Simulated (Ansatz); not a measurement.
## Pt wire along [110], 14 atoms a period: bands along the axis

Wanted: the relaxed geometry and the bands of the Pt wire along [110], 14 atoms a period.

Program: Ansatz 0.2.0. Level of theory: DFT PBE, plane waves, PAW; relaxation of a wire's period; PAW set soft_1, in the first sound run; inputs show where later runs differ. Results are calculated unless marked as measured.

### Step 1. The structure

The cell holds 14 atoms: 14 Pt. Its edges and angles: a = 14.740 Å, b = 15.222 Å, c = 2.807 Å, α = 90.0°, β = 90.0°, γ = 90.0°. Vacuum lies along a and b. The structure's axis is c.

### Step 2. Relaxation of atoms and period

Band widths follow the bond lengths, so the wire is relaxed first. The atoms and the third cell vector are free; the box across stays fixed as vacuum. A Fermi-Dirac smearing is set since the result may be a metal. The pressure printed is a third of the stress's trace over the whole box, vacuum included; only the stress along the axis is relaxed.

input.yaml

```yaml
crystal:
  lattice:
    - [14.74, 0.0, 0.0]
    - [0.0, 15.222, 0.0]
    - [0.0, 0.0, 2.8072139213]
  atoms:
    - { symbol: Pt, position: [0.365332429, 0.684406438, 0.0] }
    - { symbol: Pt, position: [0.365332429, 0.499988233, 0.0] }
    - { symbol: Pt, position: [0.634667571, 0.684406438, 0.0] }
    - { symbol: Pt, position: [0.634667571, 0.499988233, 0.0] }
    - { symbol: Pt, position: [0.230664858, 0.40777913, 0.5] }
    - { symbol: Pt, position: [0.230664858, 0.592197336, 0.5] }
    - { symbol: Pt, position: [0.5, 0.223360925, 0.5] }
    - { symbol: Pt, position: [0.5, 0.40777913, 0.5] }
    - { symbol: Pt, position: [0.5, 0.592197336, 0.5] }
    - { symbol: Pt, position: [0.5, 0.776615541, 0.5] }
    - { symbol: Pt, position: [0.769335142, 0.40777913, 0.5] }
    - { symbol: Pt, position: [0.769335142, 0.592197336, 0.5] }
    - { symbol: Pt, position: [0.365332429, 0.315570028, 0.0] }
    - { symbol: Pt, position: [0.634667571, 0.315570028, 0.0] }
kpoints:
  mp_grid: { grid: [1, 1, 29] }
scf:
  occupations: { method: fermi_dirac, width: 0.05 }
hamiltonian:
  xc: pbe
  pseudopotentials: { kind: paw, azcp: { folder: soft_1 } }
relax:
  cell: { fix: [a, b, alpha, beta, gamma] }
  max_steps: 45
  f_tol: 0.03
```

Run with:

```console
$ ansatz run input.yaml --threads 4 --pin off --max-ram 16384MiB --backend cpu --events-out ev --progress --plain --runs-dir out
```

Numbers of over 12 decimals in the logs are rounded to 6 here.

The program printed:

```text
Engine: ansatz 0.2.0, x86_64-unknown-linux-gnu
Pseudopotentials: kind: paw
Pseudopotential: Pt, paw, valence charge 18, recommended cutoff 420 eV (normal), soft_1/Pt.paw.azcp
Functional definition: PBE
  parameter kappa = 0.804
  parameter beta = 0.066725
  exchange = pbe_x(kappa = kappa, mu = beta*pi^2/3)
  correlation = pbe_c(beta = beta)
Crystal: 14 atoms, lattice volume = 629.861 Å³
Basis set: ecut = 420 eV, 12363 PW (Γ), exchange–correlation on 200×216×40 points (8 copies of the dense FFT grid, shifted against one another)
Bands: 152, of which v1, the nominal top of the filled ones, is band 126 counted from 1 (125 counted from 0)
Symmetry: 8 space group operations
Space group: Pmmm (ITA 47), of the structure as read, at distance tolerance 8.6e-5 Å
k-points: 15 of 29
Non-local potential: Pt, projectors of the file, l = 0: 3, l = 1: 2, l = 2: 2, l = 3: 1
PAW form: soft (Blöchl's): semilocal exchange-correlation on the pseudo side does not see the compensation charge
PAW one-centre angular grid: Pt, 590 points (default); XC on 64 Gauss nodes
Initial density: superposition of atomic densities (neutral atoms: chi_scale 0, normalization atom)
Initial wavefunctions: pseudopotential atomic-orbital guess
Functional: x = pbe(κ = 0.804, μ = 0.219515), c = pbe(β = 0.066725)
SCF iter   1: F=—  HF=-175339.997358 eV  |F-HF|=—  |Δ(HF+E_count)|=         —  Δρ=5.09e-2  dr2=2.13e1  ethr=3.10e-3  ⟨swp⟩=7.1  Hψ=8482  notcnv=0  defer=81
preconditioner: auto → LDOS  [metal: Δε(μ)=0.031 eV  Ē_g=6.281 eV  σ=0.050 eV  W_gap=0.15  n_scr=114 (ndim 8)  ℏωp=17.5 eV  f_vac=0.554  D(μ)=22.86/eV (n_scr^D=170)  β→1.0]
SCF iter   2: F=—  HF=-175339.219217 eV  |F-HF|=—  |Δ(HF+E_count)|=   7.78e-1  Δρ=3.87e-2  dr2=1.51e1  ethr=3.10e-3  ⟨swp⟩=3.0  Hψ=5856  notcnv=0  defer=189
SCF iter   3: F=—  HF=-175335.726722 eV  |F-HF|=—  |Δ(HF+E_count)|=    3.49e0  Δρ=1.12e-2  dr2=2.12e0  ethr=3.10e-3  ⟨swp⟩=2.1  Hψ=4464  notcnv=0  defer=194
SCF iter   4: F=—  HF=-175335.575199 eV  |F-HF|=—  |Δ(HF+E_count)|=   1.52e-1  Δρ=4.19e-3  dr2=5.77e-1  ethr=8.42e-4  ⟨swp⟩=2.1  Hψ=3652  notcnv=0  defer=192
SCF iter   5: F=—  HF=-175335.532345 eV  |F-HF|=—  |Δ(HF+E_count)|=   4.29e-2  Δρ=2.00e-3  dr2=7.49e-2  ethr=2.29e-4  ⟨swp⟩=2.0  Hψ=3308  notcnv=0  defer=192
SCF iter   6: F=—  HF=-175335.528148 eV  |F-HF|=—  |Δ(HF+E_count)|=   4.20e-3  Δρ=8.13e-4  dr2=7.92e-3  ethr=2.97e-5  ⟨swp⟩=2.0  Hψ=3233  notcnv=0  defer=192
SCF iter   7: F=—  HF=-175335.527605 eV  |F-HF|=—  |Δ(HF+E_count)|=   5.43e-4  Δρ=2.85e-4  dr2=1.39e-3  ethr=3.14e-6  ⟨swp⟩=2.1  Hψ=3338  notcnv=0  defer=187
SCF iter   8: F=—  HF=-175335.527808 eV  |F-HF|=—  |Δ(HF+E_count)|=   2.03e-4  Δρ=1.10e-4  dr2=2.00e-4  ethr=5.51e-7  ⟨swp⟩=2.0  Hψ=3138  notcnv=0  defer=187
SCF iter   9: F=—  HF=-175335.527803 eV  |F-HF|=—  |Δ(HF+E_count)|=   4.41e-6  Δρ=3.90e-5  dr2=3.40e-5  ethr=7.94e-8  ⟨swp⟩=2.0  Hψ=3133  notcnv=0  defer=187
SCF iter  10: F=—  HF=-175335.527319 eV  |F-HF|=—  |Δ(HF+E_count)|=   4.84e-4  Δρ=2.40e-5  dr2=6.45e-6  ethr=1.35e-8  ⟨swp⟩=2.1  Hψ=2802  notcnv=0  defer=187
SCF iter  11: F=—  HF=-175335.527320 eV  |F-HF|=—  |Δ(HF+E_count)|=   1.31e-6  Δρ=1.18e-5  dr2=2.52e-6  ethr=2.56e-9  ⟨swp⟩=1.9  Hψ=2975  notcnv=0  defer=187
SCF iter  12: F=—  HF=-175335.527320 eV  |F-HF|=—  |Δ(HF+E_count)|=   2.01e-8  Δρ=5.83e-6  dr2=4.95e-7  ethr=1.00e-9  ⟨swp⟩=1.2  Hψ=2154  notcnv=0  defer=187
SCF iter  13: F=—  HF=-175335.527321 eV  |F-HF|=—  |Δ(HF+E_count)|=   8.96e-9  Δρ=2.99e-6  dr2=1.46e-7  ethr=1.96e-10  ⟨swp⟩=1.9  Hψ=2665  notcnv=0  defer=187
SCF iter  14: F=-175335.527320 eV  HF=-175335.527321 eV  |F-HF|=1.36e-8  |Δ(HF+E_count)|=   6.23e-9  Δρ=9.06e-7  dr2=1.58e-8  ethr=3.97e-11  ⟨swp⟩=4.0  Hψ=6383  notcnv=0
SCF 1 converged in 14 iterations: F = -175335.527320 eV  dr2 = 1.58e-8
  greatest PAW one-centre occupation: 1.000 electrons in one spin orbital (limit 2), on the Pt atom at site 8 (counted from 0), in its partial waves of l = 0
relax step   1: F+E_penalty+E_count = -175335.52732050 eV  Δ(F+E_penalty+E_count) = +0.000e0 eV  max|allowed force component| = 1.142e0 eV/Å  Δτ_max = 0.0000 Å  P = -4.207 GPa  Ω = 629.861 Å³  fix = [a, b, alpha, beta, gamma]  reactions: a -3.550, b -2.415 GPa  (14 SCF iters, dr2 threshold 1.00e-7 eV, accepted)
Crystal: 14 atoms, lattice volume = 599.137 Å³
Basis set: ecut = 420 eV, 11795 PW (Γ), exchange–correlation on 200×216×40 points (8 copies of the dense FFT grid, shifted against one another)
Initial density: handed on by an earlier stage of this run
Initial wavefunctions: those handed on with the density
iter 1 solved again at ethr=6.99e-4 eV; its pass at ethr=3.10e-3 eV (dr2=1.76e0 eV) is discarded
SCF iter   1: F=—  HF=-175336.664618 eV  |F-HF|=—  |Δ(HF+E_count)|=         —  Δρ=1.47e-2  dr2=1.76e0  ethr=6.99e-4  ⟨swp⟩=3.6  Hψ=11246  notcnv=0
preconditioner: auto → LDOS  [metal: Δε(μ)=0.008 eV  Ē_g=7.020 eV  σ=0.050 eV  W_gap=0.04  n_scr=98 (ndim 8)  ℏωp=17.9 eV  f_vac=0.566  D(μ)=21.47/eV (n_scr^D=156)  β→1.0]
SCF iter   2: F=—  HF=-175336.549709 eV  |F-HF|=—  |Δ(HF+E_count)|=   1.15e-1  Δρ=7.14e-3  dr2=5.07e-1  ethr=6.99e-4  ⟨swp⟩=3.1  Hψ=3952  notcnv=0  defer=2
SCF iter   3: F=—  HF=-175336.470116 eV  |F-HF|=—  |Δ(HF+E_count)|=   7.96e-2  Δρ=2.90e-3  dr2=1.10e-1  ethr=2.01e-4  ⟨swp⟩=2.8  Hψ=3765  notcnv=0  defer=35
SCF iter   4: F=—  HF=-175336.457294 eV  |F-HF|=—  |Δ(HF+E_count)|=   1.28e-2  Δρ=1.17e-3  dr2=1.69e-2  ethr=4.38e-5  ⟨swp⟩=2.1  Hψ=3457  notcnv=0  defer=96
SCF iter   5: F=—  HF=-175336.455020 eV  |F-HF|=—  |Δ(HF+E_count)|=   2.27e-3  Δρ=3.32e-4  dr2=1.21e-3  ethr=6.72e-6  ⟨swp⟩=2.0  Hψ=3297  notcnv=0  defer=104
SCF iter   6: F=—  HF=-175336.454458 eV  |F-HF|=—  |Δ(HF+E_count)|=   5.62e-4  Δρ=1.03e-4  dr2=1.21e-4  ethr=4.80e-7  ⟨swp⟩=2.5  Hψ=3612  notcnv=0  defer=121
SCF iter   7: F=—  HF=-175336.454451 eV  |F-HF|=—  |Δ(HF+E_count)|=   6.39e-6  Δρ=3.35e-5  dr2=9.36e-6  ethr=4.81e-8  ⟨swp⟩=2.7  Hψ=3664  notcnv=0  defer=121
SCF iter   8: F=—  HF=-175336.454454 eV  |F-HF|=—  |Δ(HF+E_count)|=   2.55e-6  Δρ=1.36e-5  dr2=2.46e-6  ethr=5.56e-10  ⟨swp⟩=5.0  Hψ=8506  notcnv=0
SCF iter   9: F=-175336.454454 eV  HF=-175336.454455 eV  |F-HF|=5.44e-7  |Δ(HF+E_count)|=   4.96e-7  Δρ=4.39e-6  dr2=6.07e-7  ethr=5.56e-10  ⟨swp⟩=4.0  Hψ=7185  notcnv=0
SCF 2 converged in 9 iterations: F = -175336.454454 eV  dr2 = 6.07e-7
  greatest PAW one-centre occupation: 1.000 electrons in one spin orbital (limit 2), on the Pt atom at site 3 (counted from 0), in its partial waves of l = 0
[...]
relax step   4: F+E_penalty+E_count = -175336.70655460 eV  Δ(F+E_penalty+E_count) = -1.081e-2 eV  max|allowed force component| = 7.830e-2 eV/Å  Δτ_max = 0.0135 Å  P = -0.028 GPa  Ω = 603.292 Å³  energy of the carried Pulay correction = +4.142e-3 eV  fix = [a, b, alpha, beta, gamma]  reactions: a -0.079, b -0.026 GPa  (7 SCF iters, dr2 threshold 1.19e-6 eV, accepted)
[...]
relax step   5: F+E_penalty+E_count = -175336.70949073 eV  Δ(F+E_penalty+E_count) = -2.936e-3 eV  max|allowed force component| = 2.337e-2 eV/Å  Δτ_max = 0.0111 Å  P = +0.042 GPa  Ω = 603.238 Å³  energy of the carried Pulay correction = +4.150e-3 eV  fix = [a, b, alpha, beta, gamma]  reactions: a +0.019, b +0.019 GPa  (8 SCF iters, dr2 threshold 3.83e-7 eV, accepted)
[...]
relax step   6: F+E_penalty+E_count = -175336.71009003 eV  Δ(F+E_penalty+E_count) = -5.993e-4 eV  max|allowed force component| = 3.925e-3 eV/Å  Δτ_max = 0.0074 Å  P = -0.015 GPa  Ω = 603.453 Å³  energy of the carried Pulay correction = +4.116e-3 eV  fix = [a, b, alpha, beta, gamma]  reactions: a -0.021, b -0.024 GPa  (9 SCF iters, dr2 threshold 1.87e-8 eV, accepted)
Basis set: ecut = 420 eV, 11871 PW (Γ), exchange–correlation on 200×216×36 points (8 copies of the dense FFT grid, shifted against one another)
Initial wavefunctions: pseudopotential atomic-orbital guess (no wavefunctions were taken with the density)
iter 1 solved again at ethr=1.44e-6 eV; its pass at ethr=3.10e-3 eV (dr2=3.63e-3 eV) is discarded
SCF iter   1: F=—  HF=-175336.704258 eV  |F-HF|=—  |Δ(HF+E_count)|=         —  Δρ=1.03e-4  dr2=1.10e-5  ethr=1.44e-6  ⟨swp⟩=5.2  Hψ=17006  notcnv=0
eigensolver tolerance schedule: the retry pair's looser diagonalisation over-reported the residual by 327.99 of it (diagonalisation noise at 0.18 of the residual, at the tolerance the schedule requests for it); recorded, not acted on — ethr = c·dr2/N_el stays at c = 1.0e-1
preconditioner: auto → LDOS  [metal: Δε(μ)=0.002 eV  Ē_g=6.860 eV  σ=0.050 eV  W_gap=0.01  n_scr=98 (ndim 8)  ℏωp=17.9 eV  f_vac=0.558  D(μ)=22.58/eV (n_scr^D=162)  β→1.0]
SCF iter   2: F=—  HF=-175336.704089 eV  |F-HF|=—  |Δ(HF+E_count)|=   1.69e-4  Δρ=2.68e-5  dr2=2.52e-6  ethr=4.37e-9  ⟨swp⟩=3.0  Hψ=4775  notcnv=0
SCF iter   3: F=—  HF=-175336.704088 eV  |F-HF|=—  |Δ(HF+E_count)|=   7.82e-7  Δρ=9.00e-6  dr2=5.39e-7  ethr=9.98e-10  ⟨swp⟩=2.5  Hψ=4488  notcnv=0
SCF iter   4: F=—  HF=-175336.704088 eV  |F-HF|=—  |Δ(HF+E_count)|=   1.35e-7  Δρ=2.21e-6  dr2=4.59e-8  ethr=2.14e-10  ⟨swp⟩=3.2  Hψ=4538  notcnv=0
SCF iter   5: F=—  HF=-175336.704088 eV  |F-HF|=—  |Δ(HF+E_count)|=   7.33e-9  Δρ=7.18e-7  dr2=3.61e-9  ethr=1.82e-11  ⟨swp⟩=2.3  Hψ=3799  notcnv=0
SCF iter   6: F=—  HF=-175336.704088 eV  |F-HF|=—  |Δ(HF+E_count)|=  3.20e-10  Δρ=3.52e-7  dr2=1.70e-9  ethr=1.43e-12  ⟨swp⟩=2.6  Hψ=3636  notcnv=0
SCF iter   7: F=—  HF=-175336.704088 eV  |F-HF|=—  |Δ(HF+E_count)|=  2.91e-11  Δρ=2.06e-7  dr2=5.67e-10  ethr=1.00e-12  ⟨swp⟩=2.0  Hψ=3063  notcnv=0
SCF iter   8: F=—  HF=-175336.704088 eV  |F-HF|=—  |Δ(HF+E_count)|=  8.73e-11  Δρ=1.18e-7  dr2=2.01e-10  ethr=1.00e-12  ⟨swp⟩=1.1  Hψ=2281  notcnv=0
SCF iter   9: F=-175336.704088 eV  HF=-175336.704088 eV  |F-HF|=1.46e-10  |Δ(HF+E_count)|=  1.46e-10  Δρ=2.79e-8  dr2=7.72e-12  ethr=1.00e-12  ⟨swp⟩=4.7  Hψ=6489  notcnv=0
SCF 7 converged in 9 iterations: F = -175336.704088 eV  dr2 = 7.72e-12
relax step   7: F+E_penalty+E_count = -175336.70408785 eV  Δ(F+E_penalty+E_count) = +6.002e-3 eV  max|allowed force component| = 3.875e-3 eV/Å  Δτ_max = 0.0000 Å  P = -0.004 GPa  Ω = 603.453 Å³  fix = [a, b, alpha, beta, gamma]  reactions: a -0.012, b -0.019 GPa  stress off target by 1.77e-2 GPa on what of the cell is left free  SCF on the basis re-selected at this cell (its energy is not comparable with the rows above)  (9 SCF iters)
basis re-selected at this cell: Δ(F+E_penalty+E_count) = +6.002e-3 eV, ΔP = +0.011 GPa vs the last step (what re-selecting the basis moved, of the pressure what is left beyond the Pulay correction that the steps carried, after the strain that the cell walked since its last selection, with what the two solves' SCF thresholds leave and, on support functions, any second-order correction that the steps lacked; it is no measure of the basis error at this ecutwfc). The dense FFT grid was sized anew with the basis: this SCF ran on 100×108×18 points, the steps before it on 100×108×20, so part of this shift can come from that change (see relax.cell in the input reference). [rest of the remark cut]
SCF converged after 9 iterations
Free energy (F): -175336.704088 eV
Harris-Foulkes:  -175336.704088 eV  (|F-HF|=1.46e-10)
Internal energy: -175336.520517 eV  (E = F + TS)
E sigma→0 (E₀):  -175336.612302 eV
Entropy (-TS):   -0.183571 eV (-13.112 meV/atom)
Fermi energy:    4.526886 eV
--- Per-component energies (eV) ---
  E_band       = -6425.314310
  E_kinetic    = 8349.775940
  E_local      = -175608.711465  (includes V_loc(G=0)·N_el)
  E_nonlocal   = 2857.552934
  E_hartree    = 83104.181478
  E_xc         = -3239.908773
  E_vxc        = -3781.048281  (∫ρ·V_xc dr)
  E_paw        = -132776.674169  (= ΣΔE_a)
  E_vpaw       = -4451.262481  (= ΣTr[D̂ρ^β])
  E_aug_tail   = 0.015560  (compensation charges beyond the density's cutoff)
  E_ewald      = 41977.247977
  E_smearing   = -0.183571  (= −TS)
  E_closure    = 0.000000  (closes the sum)
  Σ components = -175336.704088   (vs F -175336.704088, Δ=0.00e0)
--- Forces (eV/Å), atoms counted from 1 ---
  atom   1  Pt    -0.00107804     0.00199175     0.00000000
  atom   2  Pt    -0.00387453     0.00000000     0.00000000
  atom   3  Pt     0.00107804     0.00199175     0.00000000
  atom   4  Pt     0.00387453     0.00000000     0.00000000
  atom   5  Pt    -0.00227823     0.00011381     0.00000000
  atom   6  Pt    -0.00227823    -0.00011381     0.00000000
  atom   7  Pt     0.00000000    -0.00122753     0.00000000
  atom   8  Pt     0.00000000     0.00178376     0.00000000
  atom   9  Pt     0.00000000    -0.00178376     0.00000000
  atom  10  Pt     0.00000000     0.00122753     0.00000000
  atom  11  Pt     0.00227823     0.00011381     0.00000000
  atom  12  Pt     0.00227823    -0.00011381     0.00000000
  atom  13  Pt    -0.00107804    -0.00199175     0.00000000
  atom  14  Pt     0.00107804    -0.00199175     0.00000000
  max |Σ_I F_I| component: 0.00e0 eV/Å
--- Stress (GPa, compression-positive) ---
       -0.012444       0.000000       0.000000
        0.000000      -0.018657       0.000000
        0.000000       0.000000       0.017741
  P = ⅓ Tr σ = -0.0045 GPa (-0.045 kbar)
--- Relaxed structure (6 steps of the walk, 6 accepted, 1 SCFs on fresh bases) ---
  F+E_penalty+E_count = -175336.70408785 eV   max|allowed force component| = 3.875e-3 eV/Å   (the final SCF, on the basis selected at the relaxed cell)
  cell:  # Å, volume = 603.4526 Å³
    - [14.74, 0.0, 0.0]
    - [0.0, 15.222, 0.0]
    - [0.0, 0.0, 2.689515]
  atoms:
    - { symbol: Pt, position: [0.359512, 0.693668, 0.0] }
    - { symbol: Pt, position: [0.366184, 0.499988, 0.0] }
    - { symbol: Pt, position: [0.640488, 0.693668, 0.0] }
    - { symbol: Pt, position: [0.633816, 0.499988, 0.0] }
    - { symbol: Pt, position: [0.239001, 0.406981, 0.5] }
    - { symbol: Pt, position: [0.239001, 0.592995, 0.5] }
    - { symbol: Pt, position: [0.5, 0.234479, 0.5] }
    - { symbol: Pt, position: [0.5, 0.409963, 0.5] }
    - { symbol: Pt, position: [0.5, 0.590013, 0.5] }
    - { symbol: Pt, position: [0.5, 0.765498, 0.5] }
    - { symbol: Pt, position: [0.760999, 0.406981, 0.5] }
    - { symbol: Pt, position: [0.760999, 0.592995, 0.5] }
    - { symbol: Pt, position: [0.359512, 0.306308, 0.0] }
    - { symbol: Pt, position: [0.640488, 0.306308, 0.0] }
```

Run time: 1.9 min. Hardware: 4 threads of Intel Xeon Platinum 8559C (Emerald Rapids), shared host; peak memory 2.5 GiB; 7.6 min of CPU time.

[end of part 1 of 2]

[Logs are printed without paths, hosts, clocks, repeated set-up lines and the standing remarks that a program may print on its own settings, such as how far it seeks lower states.]

[Hosts, paths, dates, database ids (printed as entryN), source tags and the programs' standing remarks are cut or masked in the printed files.]
